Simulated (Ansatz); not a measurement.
# (AlAs)3(GaAs)1 [001] superlattice, started as zinc blende: the cell at rest

Aim: bring (AlAs)3(GaAs)1 [001] superlattice, started as zinc blende to small forces and stress, as phonons need.

Method: DFT PBEsol, scalar-relativistic, plane waves, PAW, in Ansatz 0.2.0.

This is a report of a sequence of runs, with most program output left out.

The structure was built from a prototype and need not be the compound's stable phase.

### 1. The starting structure

Symmetry: P-4m2, No. 115, tetragonal system. Conventional cell: a = 4.000 Å, b = 4.000 Å, c = 11.315 Å, α = 90.00°, β = 90.00°, γ = 90.00°. Al has 4 As at 2.45 Å nearest. Nearest to Al lie 4 As at 2.45 Å. Nearest to As lie 4 Al at 2.45 Å. As has 2 Al at 2.45 Å and 2 Ga at 2.45 Å nearest. Ga has 4 As at 2.45 Å nearest. Farther neighbours are not listed.

### 2. A coarse first look

First a cheap look: the gap decides the mesh and the occupations, the pressure tells how far the cell has to move.

input.yaml

```yaml
crystal:
  lattice:
    - [2.82875, 2.82875, 0.0]
    - [-2.82875, 2.82875, 0.0]
    - [0.0, 0.0, 11.315]
  atoms:
    - { symbol: Al, position: [0.0, 0.0, 0.0] }
    - { symbol: Al, position: [0.5, 0.5, 0.25] }
    - { symbol: Al, position: [0.0, 0.0, 0.5] }
    - { symbol: As, position: [0.5, 1.0, 0.125] }
    - { symbol: As, position: [0.0, 0.5, 0.375] }
    - { symbol: As, position: [0.5, 1.0, 0.625] }
    - { symbol: As, position: [0.0, 0.5, 0.875] }
    - { symbol: Ga, position: [0.5, 0.5, 0.75] }
kpoints:
  mp_grid: { grid: [4, 4, 2] }
hamiltonian:
  xc: pbesol
scf:
  occupations: { method: gaussian, width: 0.1 }
output:
  forces: true
  stress: true
  eigenvalues: true
```

Started as:

```console
> ansatz run input.yaml --threads 4 --pin off --max-ram 14336MiB --backend cpu --events-out ev --progress --plain --runs-dir out
```

The job ended after 4 s (4 threads of Arm Neoverse N1, shared host; peak memory 0.51 GiB; 15 s of CPU time).

A gap read on the k-mesh alone can miss the band edges.

This step gave:

| Quantity | Value |
| --- | --- |
| pressure | 0.6194 GPa |
| gap on the k-mesh | 1.305 eV |
| volume per atom | 22.64 Å³ |
| direct gap on mesh | 1.321 eV |

The coarse mesh shows a gap of 1.30 eV and a pressure of 0.6 GPa.

### 3. Bringing the structure to rest

The cell and atoms are relaxed, since residual forces and stress would shift the frequencies.

input.yaml, the sections that differ from step 2:

```yaml
kpoints:
  mp_grid: { grid: [6, 6, 2] }
scf:
  occupations: { method: gaussian, width: 0.02 }
output:
  forces: true
  stress: true
  eigenvalues: true
  write_density: true
  write_potential: true
  elf: true
  volumetric_format: npy
relax:
  adjacent_minimum: "off"
  f_tol: 0.005
  max_steps: 80
  cell: { stress_tol: 0.05 }
# crystal, hamiltonian: as in step 2
```

Wall time 36 s (4 threads); peak memory 0.58 GiB.

Relaxation path:

```tsv
step	energy less that of the first step (eV)	largest force component (eV/Å)	pressure (GPa)	volume (Å³)
1	0.0000	0.0319	0.53	181.08
2	-0.0023	0.0069	0.04	182.29
3	-0.0023	0.0044	-0.01	182.42
4*	-0.0025	0.0044	-0.01	182.42
```

Relaxation steps marked * repeat the geometry before them on a plane-wave basis chosen anew for their cell, so energy and pressure can jump there.

The run keeps the 8 symmetry operations that it works with, so distortions that break them were not tested.

```tsv
conventional cell, symmetrised	before	after	change
a (Å)	4.000	4.014	+0.3 %
b (Å)	4.000	4.014	+0.3 %
c (Å)	11.315	11.319	+0.0 %
volume (Å³/atom)	22.64	22.80	+0.7 %
```

This step gave:

```
pressure           : -0.005755 GPa
gap on the k-mesh  : 1.341 eV
volume per atom    : 22.80 Å³
direct gap on mesh : 1.343 eV
```

ELF in the ac plane at fractional y = 0.500, with atoms of Al and As and Ga within 0.2 Å of it. It is the smooth field of the valence electrons, not physical close to the nuclei.

Ten even steps from '0' (0.01) to '9' (0.90), each cell a mean:
```
77642000013567
55664200135665
22566422356642
23677532357753
67874311236876
66642100013566
22322100022222
00122222222100
00001222221000
00000011100000
10000000000001
54310000000234
77642100013567
55665310135665
12577632467742
23689854689853
67899821489987
67887201038877
33442000013433
00112333332100
00001233321000
00000111100000
10000000000001
44210000000134
```
Columns run along a (4.0 Å), rows up along c (11.3 Å). Atoms in or near the plane, at fractional coordinates: Al at (0.50, 0.25), As at (0.00, 0.38), As at (0.00, 0.87), Ga at (0.50, 0.75).

Electrostatic potential energy in the ac plane at fractional y = 0.500, with atoms of Al and As and Ga within 0.2 Å of it. With pseudopotentials it is smooth inside the atoms' cores, unlike the true potential.

Ten even steps from '0' (-15 eV) to '9' (11 eV), each cell a mean:
```
66789999999876
43368999998523
99237899986259
87247766676338
33565200136643
88872000004788
99873000005799
99987422357899
99999888889999
99999999999999
99999999999999
99999999999999
66889999999876
43368999998523
99337899986259
97247766676348
23565222236643
88862256314788
99873134215799
99986432357899
99998887889999
99999999999999
99999999999999
99999999999999
```
Columns run along a (4.0 Å; values clipped at the 3rd and 97th percentile), rows up along c (11.3 Å). Atoms in or near the plane, at fractional coordinates: Al at (0.50, 0.25), As at (0.00, 0.38), As at (0.00, 0.87), Ga at (0.50, 0.75).

Valence density in the ac plane at fractional y = 0.500, with atoms of Al and As and Ga within 0.2 Å of it. It is the smooth field of the valence electrons, not physical close to the nuclei.

Ten steps, logarithmic in the rise over the least value, from '0' (0 e/Å³) to '9' (30 e/Å³), each cell a mean:
```
11100000000011
54210000001135
98421000001268
87421111111257
33222244321223
11112599741111
00002478631000
00001122210000
00000000000000
00000000000000
00000000000000
00000000000000
11100000000011
54210000001135
98421000001268
87421100111257
32211100011223
11111000001111
00000000000000
00000000000000
00000000000000
00000000000000
00000000000000
00000000000000
```
Columns run along a (4.0 Å), rows up along c (11.3 Å). Atoms in or near the plane, at fractional coordinates: Al at (0.50, 0.25), As at (0.00, 0.38), As at (0.00, 0.87), Ga at (0.50, 0.75).

In this step the volume went from 22.64 to 22.80 Å³/atom.

### 4. Tight relaxation

Phonons need a cell at rest on their own settings, so the relaxation is repeated with tight tolerances on forces and stress on the k mesh and occupations of the first response run.

input.yaml

```yaml
crystal:
  lattice:
    - [2.8385987162, 2.8385987162, 0.0]
    - [-2.8385987162, 2.8385987162, 0.0]
    - [0.0, 0.0, 11.3193900978]
  atoms:
    - { symbol: Al, position: [0.0, 0.0, -0.0003024987] }
    - { symbol: Al, position: [0.5, 0.5, 0.25] }
    - { symbol: Al, position: [0.0, 0.0, 0.5003024987] }
    - { symbol: As, position: [0.5, 1.0, 0.1248118259] }
    - { symbol: As, position: [0.0, 0.5, 0.3751881741] }
    - { symbol: As, position: [0.5, 1.0, 0.6250400244] }
    - { symbol: As, position: [0.0, 0.5, 0.8749599756] }
    - { symbol: Ga, position: [0.5, 0.5, 0.75] }
kpoints:
  mp_grid: { grid: [8, 8, 2] }
hamiltonian:
  xc: pbesol
scf:
  occupations: { method: fixed }
output:
  forces: true
  stress: true
  eigenvalues: true
relax:
  adjacent_minimum: "off"
  f_tol: 0.001
  max_steps: 60
  cell: { stress_tol: 0.01 }
```

It took 49 s on 4 threads; peak memory 0.63 GiB; 3.2 min of CPU time.

The steps of the relaxation:

```tsv
step	energy less that of the first step (eV)	largest force component (eV/Å)	pressure (GPa)	volume (Å³)
1	0.0000	0.0060	-0.01	182.42
2	-0.0001	0.0012	0.00	182.40
3	-0.0001	0.0002	0.00	182.40
4*	-0.0001	0.0002	0.00	182.40
```

Relaxation steps marked * repeat the geometry before them on a plane-wave basis chosen anew for their cell, so energy and pressure can jump there.

Forces are held to the 8 operations that the run works with; a distortion that breaks them can't arise in this run.

```tsv
conventional cell, symmetrised	before	after	change
a (Å)	4.014	4.011	-0.1 %
b (Å)	4.014	4.011	-0.1 %
c (Å)	11.319	11.335	+0.1 %
volume (Å³/atom)	22.80	22.80	-0.0 %
```

The relaxed structure:

```xyz
8
Lattice="2.8365 2.8365 0.0000 -2.8365 2.8365 0.0000 0.0000 0.0000 11.3351" Properties=species:S:1:pos:R:3 pbc="T T T"
Al    0.0000    0.0000   -0.0040
Al    0.0000    2.8365    2.8338
Al    0.0000    0.0000    5.6716
As   -1.4183    4.2548    1.4145
As   -1.4183    1.4183    4.2530
As   -1.4183    4.2548    7.0858
As   -1.4183    1.4183    9.9168
Ga    0.0000    2.8365    8.5013
```

This step gave:

| Item | Value |
| --- | --- |
| pressure | -3.29e-5 GPa |
| gap on the k-mesh | 1.335 eV |
| direct gap on mesh | 1.348 eV |

The largest force component left is 0.16 meV/Å and the pressure is 0.000 GPa, within the tolerances set. The cell now holds 22.80 Å³/atom.

### 5. Summary of results

```
space group after relaxation (within 0.01 Å) : P-4m2
lattice constant a                           : 4.011 Å
lattice constant b                           : 4.011 Å
lattice constant c                           : 11.335 Å
volume per atom                              : 22.8 Å³
gap on the k-mesh                            : 1.34 eV
```

The largest force component left is 0.16 meV/Å and the pressure is 0.000 GPa, within the tolerances set. The cell now holds 22.80 Å³/atom. The relaxation keeps the symmetry of its start, so it says nothing on stability against lower symmetry. The starting cell was built on a prototype and not taken from a measurement, so the phase need not exist.

[Logs are printed without paths, hosts, clocks, repeated set-up lines and the standing remarks that a program may print on its own settings, such as how far it seeks lower states.]

[Hosts, paths, dates, database ids (printed as entryN), source tags and the programs' standing remarks are cut or masked in the printed files.]
